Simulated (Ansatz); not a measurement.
## Σ3 (112) boundary in fcc Al, starting shift (0, 0.5): structure and resistance

Wanted: what the Σ3 (112) boundary in fcc Al, starting shift (0, 0.5) costs an interconnect.

Main program and level: Ansatz 0.2.0; Ansatz plane-wave DFT, PBE, PAW files; relaxation of a bicrystal slab with its lowest layers held; PAW set soft_1, in the first sound run; inputs show where later runs differ.

### Step 1. The structure

The cell holds 25 atoms: 25 Al. Cell: a = 2.862 Å, b = 7.011 Å, c = 30.855 Å, α = 90.0°, β = 90.0°, γ = 90.0°. It derives from Al. built on the (1 1 2) plane; 0 overlapping atoms removed and the grains opened by 0.85 Å. Vacuum lies along c.

### Step 2. Relaxing the bicrystal

The boundary is built by mirroring the lower grain in the boundary plane and removing any atoms that overlap. A thin bicrystal slab is relaxed first, with the lowest layers held and the upper grain free to shift and open.

Input file input.yaml:

```yaml
crystal:
  lattice:
    - [2.862347037, 0.0, 0.0]
    - [0.0, 7.0112897075, 0.0]
    - [0.0, 0.0, 30.8546335726]
  atoms:
    - { symbol: Al, position: [0.0, 0.3333333334, 0.1620502149] }
    - { symbol: Al, position: [0.5, 0.0, 0.1888302579] }
    - { symbol: Al, position: [0.0, 0.6666666667, 0.215610301] }
    - { symbol: Al, position: [0.5, 0.3333333334, 0.2423903441] }
    - { symbol: Al, position: [1.0, 0.0, 0.2691703872] }
    - { symbol: Al, position: [0.5, 0.6666666667, 0.2959504302] }
    - { symbol: Al, position: [0.0, 0.3333333334, 0.3227304733] }
    - { symbol: Al, position: [0.5, 0.0, 0.3495105164] }
    - { symbol: Al, position: [0.0, 0.6666666667, 0.3762905595] }
    - { symbol: Al, position: [0.5, 0.3333333333, 0.4030706026] }
    - { symbol: Al, position: [0.0, 0.0, 0.4298506456] }
    - { symbol: Al, position: [0.0, 0.5, 0.4573991822] }
    - { symbol: Al, position: [0.5, 0.8333333333, 0.4841792252] }
    - { symbol: Al, position: [0.0, 0.1666666667, 0.5109592683] }
    - { symbol: Al, position: [0.5, 0.5, 0.5377393114] }
    - { symbol: Al, position: [0.0, 0.8333333334, 0.5645193545] }
    - { symbol: Al, position: [0.5, 0.1666666667, 0.5912993975] }
    - { symbol: Al, position: [1.0, 0.5, 0.6180794406] }
    - { symbol: Al, position: [0.5, 0.8333333334, 0.6448594837] }
    - { symbol: Al, position: [0.0, 0.1666666667, 0.6716395268] }
    - { symbol: Al, position: [0.5, 0.5, 0.6984195699] }
    - { symbol: Al, position: [0.0, 0.8333333334, 0.7251996129] }
    - { symbol: Al, position: [0.5, 0.1666666667, 0.751979656] }
    - { symbol: Al, position: [1.0, 0.5000000001, 0.7787596991] }
    - { symbol: Al, position: [0.5, 0.8333333334, 0.8055397422] }
kpoints:
  mp_grid: { grid: [8, 4, 1] }
hamiltonian:
  xc: pbe
  pseudopotentials: { kind: paw, azcp: { folder: soft_1 } }
scf:
  occupations: { method: fermi_dirac, width: 0.1 }
relax:
  f_tol: 0.03
  max_steps: 80
  constraints: [{ sites: [0, 1, 2, 3] }]
```

Command:

```bash
$ ansatz run input.yaml --threads 4 --pin off --max-ram 15360MiB --backend cpu --events-out ev --progress --plain --runs-dir out
```

Numbers of over 12 decimals in the logs are rounded to 6 here.

The log of the run:

```text
Engine: ansatz 0.2.0, aarch64-unknown-linux-gnu
Pseudopotentials: kind: paw
Pseudopotential: Al, paw, valence charge 3, recommended cutoff 420 eV (normal), soft_1/Al.paw.azcp
Functional definition: PBE
  parameter kappa = 0.804
  parameter beta = 0.066725
  exchange = pbe_x(kappa = kappa, mu = beta*pi^2/3)
  correlation = pbe_c(beta = beta)
Crystal: 25 atoms, lattice volume = 619.214 Å³
Basis set: ecut = 420 eV, 12125 PW (Γ), exchange–correlation on 40×96×432 points (8 copies of the dense FFT grid, shifted against one another)
Bands: 63, of which v1, the nominal top of the filled ones, is band 38 counted from 1 (37 counted from 0)
Symmetry: 2 space group operations
Space group: Pm (ITA 6), of the structure as read, at distance tolerance 8.5e-5 Å
k-points: 15 of 32 (time reversal used)
Non-local potential: Al, projectors of the file, l = 0: 2, l = 1: 2, l = 2: 1
PAW form: soft (Blöchl's): semilocal exchange-correlation on the pseudo side does not see the compensation charge
PAW one-centre angular grid: Al, 110 points (default); XC on 64 Gauss nodes
Initial density: superposition of atomic densities (neutral atoms: chi_scale 0, normalization atom)
Initial wavefunctions: pseudopotential atomic-orbital guess
Functional: x = pbe(κ = 0.804, μ = 0.219515), c = pbe(β = 0.066725)
SCF iter   1: F=—  HF=-13437.119832 eV  |F-HF|=—  |Δ(HF+E_count)|=         —  Δρ=2.18e-2  dr2=4.58e1  ethr=3.10e-3  ⟨swp⟩=9.3  Hψ=5688  notcnv=0  defer=23
preconditioner: auto → LDOS  [metal: Δε(μ)=0.021 eV  Ē_g=6.742 eV  σ=0.100 eV  W_gap=0.05  n_scr=66 (ndim 8)  ℏωp=12.9 eV  f_vac=0.234  D(μ)=10.06/eV (n_scr^D=46)  β→1.0]
SCF iter   2: F=—  HF=-13434.497221 eV  |F-HF|=—  |Δ(HF+E_count)|=    2.62e0  Δρ=7.64e-3  dr2=1.85e0  ethr=3.10e-3  ⟨swp⟩=5.9  Hψ=2444  notcnv=0  defer=72
SCF iter   3: F=—  HF=-13434.410269 eV  |F-HF|=—  |Δ(HF+E_count)|=   8.70e-2  Δρ=1.89e-3  dr2=1.32e-1  ethr=2.47e-3  ⟨swp⟩=4.4  Hψ=1693  notcnv=0  defer=69
SCF iter   4: F=—  HF=-13434.398432 eV  |F-HF|=—  |Δ(HF+E_count)|=   1.18e-2  Δρ=3.62e-4  dr2=1.90e-3  ethr=1.77e-4  ⟨swp⟩=2.3  Hψ=1509  notcnv=0  defer=69
SCF iter   5: F=—  HF=-13434.398903 eV  |F-HF|=—  |Δ(HF+E_count)|=   4.71e-4  Δρ=1.23e-4  dr2=2.10e-4  ethr=2.53e-6  ⟨swp⟩=2.6  Hψ=1562  notcnv=0  defer=69
SCF iter   6: F=-13434.398905 eV  HF=-13434.398914 eV  |F-HF|=9.34e-6  |Δ(HF+E_count)|=   1.08e-5  Δρ=2.07e-5  dr2=1.44e-5  ethr=3.00e-8  ⟨swp⟩=3.7  Hψ=3936  notcnv=0
SCF 1 converged in 6 iterations: F = -13434.398905 eV  dr2 = 1.44e-5
  greatest PAW one-centre occupation: 0.488 electrons in one spin orbital (limit 2), on the Al atom at site 0 (counted from 0), in its partial waves of l = 0
relax step   1: F+E_penalty+E_count = -13434.39890451 eV  Δ(F+E_penalty+E_count) = +0.000e0 eV  max|allowed force component| = 1.547e0 eV/Å  Δτ_max = 0.0000 Å  (6 SCF iters, dr2 threshold 2.25e-5 eV, accepted)
Initial density: handed on by an earlier stage of this run
Initial wavefunctions: those handed on with the density
iter 1 solved again at ethr=1.55e-3 eV; its pass at ethr=3.10e-3 eV (dr2=1.16e0 eV) is discarded
SCF iter   1: F=—  HF=-13434.879049 eV  |F-HF|=—  |Δ(HF+E_count)|=         —  Δρ=3.22e-3  dr2=9.46e-1  ethr=1.55e-3  ⟨swp⟩=1.2  Hψ=3776  notcnv=0  defer=53
preconditioner: auto → LDOS  [metal: Δε(μ)=0.031 eV  Ē_g=6.613 eV  σ=0.100 eV  W_gap=0.08  n_scr=66 (ndim 8)  ℏωp=12.9 eV  f_vac=0.246  D(μ)=9.70/eV (n_scr^D=42)  β→1.0]
SCF iter   2: F=—  HF=-13434.827538 eV  |F-HF|=—  |Δ(HF+E_count)|=   5.15e-2  Δρ=1.56e-3  dr2=5.07e-2  ethr=1.26e-3  ⟨swp⟩=2.4  Hψ=1262  notcnv=0  defer=53
SCF iter   3: F=—  HF=-13434.818118 eV  |F-HF|=—  |Δ(HF+E_count)|=   9.42e-3  Δρ=3.42e-4  dr2=3.85e-3  ethr=6.76e-5  ⟨swp⟩=2.7  Hψ=1719  notcnv=0  defer=58
SCF iter   4: F=—  HF=-13434.817388 eV  |F-HF|=—  |Δ(HF+E_count)|=   7.30e-4  Δρ=5.90e-5  dr2=7.76e-5  ethr=5.13e-6  ⟨swp⟩=2.3  Hψ=1352  notcnv=0  defer=58
SCF iter   5: F=-13434.817392 eV  HF=-13434.817392 eV  |F-HF|=2.61e-7  |Δ(HF+E_count)|=   3.10e-6  Δρ=1.69e-5  dr2=1.86e-6  ethr=1.03e-7  ⟨swp⟩=4.4  Hψ=2763  notcnv=0
SCF 2 converged in 5 iterations: F = -13434.817392 eV  dr2 = 1.86e-6
relax step   2: F+E_penalty+E_count = -13434.81739183 eV  Δ(F+E_penalty+E_count) = -4.185e-1 eV  max|allowed force component| = 4.769e-1 eV/Å  Δτ_max = 0.1213 Å  (5 SCF iters, dr2 threshold 1.00e-4 eV, accepted)
iter 1 solved again at ethr=9.13e-4 eV; its pass at ethr=3.10e-3 eV (dr2=6.85e-1 eV) is discarded
SCF iter   1: F=—  HF=-13434.931717 eV  |F-HF|=—  |Δ(HF+E_count)|=         —  Δρ=3.13e-3  dr2=6.09e-1  ethr=9.13e-4  ⟨swp⟩=1.0  Hψ=3815  notcnv=0  defer=56
preconditioner: auto → LDOS  [metal: Δε(μ)=0.035 eV  Ē_g=6.583 eV  σ=0.100 eV  W_gap=0.09  n_scr=66 (ndim 8)  ℏωp=12.9 eV  f_vac=0.242  D(μ)=9.47/eV (n_scr^D=42)  β→1.0]
SCF iter   2: F=—  HF=-13434.902137 eV  |F-HF|=—  |Δ(HF+E_count)|=   2.96e-2  Δρ=8.33e-4  dr2=1.51e-2  ethr=8.12e-4  ⟨swp⟩=1.7  Hψ=957  notcnv=0  defer=56
SCF iter   3: F=—  HF=-13434.898472 eV  |F-HF|=—  |Δ(HF+E_count)|=   3.67e-3  Δρ=2.15e-4  dr2=1.38e-3  ethr=2.02e-5  ⟨swp⟩=2.0  Hψ=1473  notcnv=0  defer=56
SCF iter   4: F=—  HF=-13434.898369 eV  |F-HF|=—  |Δ(HF+E_count)|=   1.03e-4  Δρ=4.96e-5  dr2=5.97e-5  ethr=1.84e-6  ⟨swp⟩=1.2  Hψ=1011  notcnv=0  defer=56
SCF iter   5: F=-13434.898372 eV  HF=-13434.898375 eV  |F-HF|=2.96e-6  |Δ(HF+E_count)|=   6.64e-6  Δρ=1.35e-5  dr2=4.28e-6  ethr=1.90e-8  ⟨swp⟩=5.5  Hψ=3196  notcnv=0
SCF 3 converged in 5 iterations: F = -13434.898372 eV  dr2 = 4.28e-6
relax step   3: F+E_penalty+E_count = -13434.89837238 eV  Δ(F+E_penalty+E_count) = -8.098e-2 eV  max|allowed force component| = 7.982e-2 eV/Å  Δτ_max = 0.1472 Å  (5 SCF iters, dr2 threshold 1.42e-5 eV, accepted)
[...]
relax step   4: F+E_penalty+E_count = -13434.90490193 eV  Δ(F+E_penalty+E_count) = -6.530e-3 eV  max|allowed force component| = 2.302e-2 eV/Å  Δτ_max = 0.0662 Å  (6 SCF iters, accepted)
SCF iter   1: F=—  HF=-13434.907540 eV  |F-HF|=—  |Δ(HF+E_count)|=         —  Δρ=7.51e-4  dr2=2.47e-2  ethr=4.72e-4  ⟨swp⟩=3.3  Hψ=2243  notcnv=0  defer=58
preconditioner: auto → LDOS  [metal: Δε(μ)=0.027 eV  Ē_g=6.569 eV  σ=0.100 eV  W_gap=0.07  n_scr=66 (ndim 8)  ℏωp=12.9 eV  f_vac=0.240  D(μ)=9.47/eV (n_scr^D=42)  β→1.0]
SCF iter   2: F=—  HF=-13434.906262 eV  |F-HF|=—  |Δ(HF+E_count)|=   1.28e-3  Δρ=1.42e-4  dr2=1.84e-3  ethr=3.30e-5  ⟨swp⟩=1.7  Hψ=1114  notcnv=0  defer=57
SCF iter   3: F=—  HF=-13434.906059 eV  |F-HF|=—  |Δ(HF+E_count)|=   2.03e-4  Δρ=3.91e-5  dr2=4.10e-5  ethr=2.46e-6  ⟨swp⟩=2.0  Hψ=1406  notcnv=0  defer=57
SCF iter   4: F=—  HF=-13434.906077 eV  |F-HF|=—  |Δ(HF+E_count)|=   1.83e-5  Δρ=8.76e-6  dr2=1.63e-6  ethr=5.47e-8  ⟨swp⟩=2.5  Hψ=1467  notcnv=0  defer=57
SCF iter   5: F=—  HF=-13434.906077 eV  |F-HF|=—  |Δ(HF+E_count)|=   5.10e-8  Δρ=2.27e-6  dr2=1.33e-7  ethr=1.33e-10  ⟨swp⟩=5.6  Hψ=3436  notcnv=0
SCF iter   6: F=-13434.906077 eV  HF=-13434.906077 eV  |F-HF|=1.75e-9  |Δ(HF+E_count)|=   1.52e-8  Δρ=8.13e-7  dr2=1.03e-8  ethr=1.33e-10  ⟨swp⟩=4.2  Hψ=2684  notcnv=0
SCF 5 converged in 6 iterations: F = -13434.906077 eV  dr2 = 1.03e-8
relax step   5: F+E_penalty+E_count = -13434.90607723 eV  Δ(F+E_penalty+E_count) = -1.175e-3 eV  max|allowed force component| = 1.476e-2 eV/Å  Δτ_max = 0.0374 Å  (6 SCF iters, accepted)
SCF converged after 6 iterations
Free energy (F): -13434.906077 eV
Harris-Foulkes:  -13434.906077 eV  (|F-HF|=1.75e-9)
Internal energy: -13434.588244 eV  (E = F + TS)
E sigma→0 (E₀):  -13434.747160 eV
Entropy (-TS):   -0.317834 eV (-12.713 meV/atom)
Fermi energy:    3.929429 eV
--- Per-component energies (eV) ---
  E_band       = -22.555494
  E_kinetic    = 547.168536
  E_local      = -12819.933821  (includes V_loc(G=0)·N_el)
  E_nonlocal   = 251.656011
  E_hartree    = 6401.326796
  E_xc         = -933.053637
  E_vxc        = -716.909375  (∫ρ·V_xc dr)
  E_paw        = -11734.791504  (= ΣΔE_a)
  E_vpaw       = -87.193042  (= ΣTr[D̂ρ^β])
  E_aug_tail   = -0.000054  (compensation charges beyond the density's cutoff)
  E_ewald      = 4853.039429
  E_smearing   = -0.317834  (= −TS)
  E_closure    = -0.000000  (closes the sum)
  Σ components = -13434.906077   (vs F -13434.906077, Δ=0.00e0)
--- Forces (eV/Å), atoms counted from 1 ---
  atom   1  Al     0.00000000    -0.03948964     0.11339155
  atom   2  Al     0.00000000     0.02742851     0.05400539
  atom   3  Al     0.00000000     0.07435463    -0.20067999
  atom   4  Al     0.00000000    -0.05429817     0.02178599
  atom   5  Al     0.00000000    -0.00198716     0.00061233
  atom   6  Al     0.00000000     0.00104844    -0.00374716
  atom   7  Al     0.00000000    -0.00195579     0.00589658
  atom   8  Al     0.00000000     0.00160886    -0.00196679
  atom   9  Al     0.00000000     0.00032735     0.00602938
  atom  10  Al     0.00000000     0.01326916    -0.00380949
  atom  11  Al     0.00000000    -0.00444200     0.01089769
  atom  12  Al     0.00000000    -0.01475798    -0.00298120
  atom  13  Al     0.00000000     0.00600567    -0.00664597
  atom  14  Al     0.00000000    -0.00041808    -0.00380295
  atom  15  Al     0.00000000     0.00199770     0.00256266
  atom  16  Al     0.00000000    -0.00317825     0.00021278
  atom  17  Al     0.00000000    -0.00059445     0.00186403
  atom  18  Al     0.00000000    -0.00120714    -0.00018714
  atom  19  Al     0.00000000    -0.00098477    -0.00207140
  atom  20  Al     0.00000000     0.00044230     0.00570563
  atom  21  Al     0.00000000    -0.00201475     0.00159301
  atom  22  Al     0.00000000     0.00088517     0.00261838
  atom  23  Al     0.00000000    -0.00268863    -0.00040352
  atom  24  Al     0.00000000     0.00087273    -0.00165028
  atom  25  Al     0.00000000    -0.00021911     0.00076553
  max |Σ_I F_I| component: 4.96e-6 eV/Å
--- Relaxed structure (5 steps of the walk, 5 accepted, 0 SCFs on fresh bases) ---
  F+E_penalty+E_count = -13434.90607723 eV   max|allowed force component| = 1.476e-2 eV/Å
  atoms:
    - { symbol: Al, position: [0.0, 0.3333333334, 0.162050] }
    - { symbol: Al, position: [0.5, 0.0, 0.188830] }
    - { symbol: Al, position: [0.0, 0.666667, 0.215610] }
    - { symbol: Al, position: [0.5, 0.3333333334, 0.2423903441] }
    - { symbol: Al, position: [1.0, 0.00105065, 0.269548] }
    - { symbol: Al, position: [0.5, 0.667112, 0.296414] }
    - { symbol: Al, position: [0.0, 0.334069, 0.321205] }
    - { symbol: Al, position: [0.5, -0.0021225, 0.349206] }
    - { symbol: Al, position: [0.0, 0.670483, 0.378648] }
    - { symbol: Al, position: [0.5, 0.335912, 0.400585] }
    - { symbol: Al, position: [0.0, 0.013709, 0.428703] }
    - { symbol: Al, position: [0.0, 0.509200, 0.466733] }
    - { symbol: Al, position: [0.5, 0.832908, 0.493707] }
    - { symbol: Al, position: [0.0, 0.168473, 0.516396] }
    - { symbol: Al, position: [0.5, 0.495795, 0.546065] }
    - { symbol: Al, position: [0.0, 0.829636, 0.572870] }
    - { symbol: Al, position: [0.5, 0.161846, 0.598134] }
    - { symbol: Al, position: [1.0, 0.491683, 0.625356] }
    - { symbol: Al, position: [0.5, 0.828271, 0.652880] }
    - { symbol: Al, position: [0.0, 0.160130, 0.680310] }
    - { symbol: Al, position: [0.5, 0.493725, 0.704808] }
    - { symbol: Al, position: [0.0, 0.825834, 0.731168] }
    - { symbol: Al, position: [0.5, 0.160336, 0.762444] }
    - { symbol: Al, position: [1.0, 0.493639, 0.784658] }
    - { symbol: Al, position: [0.5, 0.821073, 0.810547] }
```

Elapsed: 60 s, on 4 threads of Arm Neoverse V1, shared host; peak memory 1.2 GiB.

The steps of the relaxation:

```
step  energy less that of the first step (eV)  largest force component (eV/Å)
   1                                   0.0000                          1.5475
   2                                  -0.4185                          0.4769
   3                                  -0.4995                          0.0798
   4                                  -0.5060                          0.0230
   5                                  -0.5072                          0.0148
```

Forces are held to the 2 operations that the run works with; a distortion that breaks them can't arise in this run.

The atoms that moved most (Å):

```
atom     dx      dy     dz  length
Al23  0.000  -0.044  0.323   0.326
Al12  0.000   0.065  0.288   0.295
Al13  0.000  -0.003  0.294   0.294
Al20  0.000  -0.046  0.268   0.271
Al16  0.000  -0.026  0.258   0.259
Al15  0.000  -0.029  0.257   0.259
Al19  0.000  -0.035  0.247   0.250
Al18  0.000  -0.058  0.225   0.232
```

Numbers from this step:

* free energy: -13434.9061 eV
* energy at zero smearing: -13434.7472 eV
* Fermi energy: 3.929 eV

The largest force component on a free atom ends at 0.015 eV/Å, under the tolerance of 0.03, after 5 steps.

[end of part 1 of 3]

[Logs are printed without paths, hosts, clocks, repeated set-up lines and the standing remarks that a program may print on its own settings, such as how far it seeks lower states.]

[Hosts, paths, dates, database ids (printed as entryN), source tags and the programs' standing remarks are cut or masked in the printed files.]
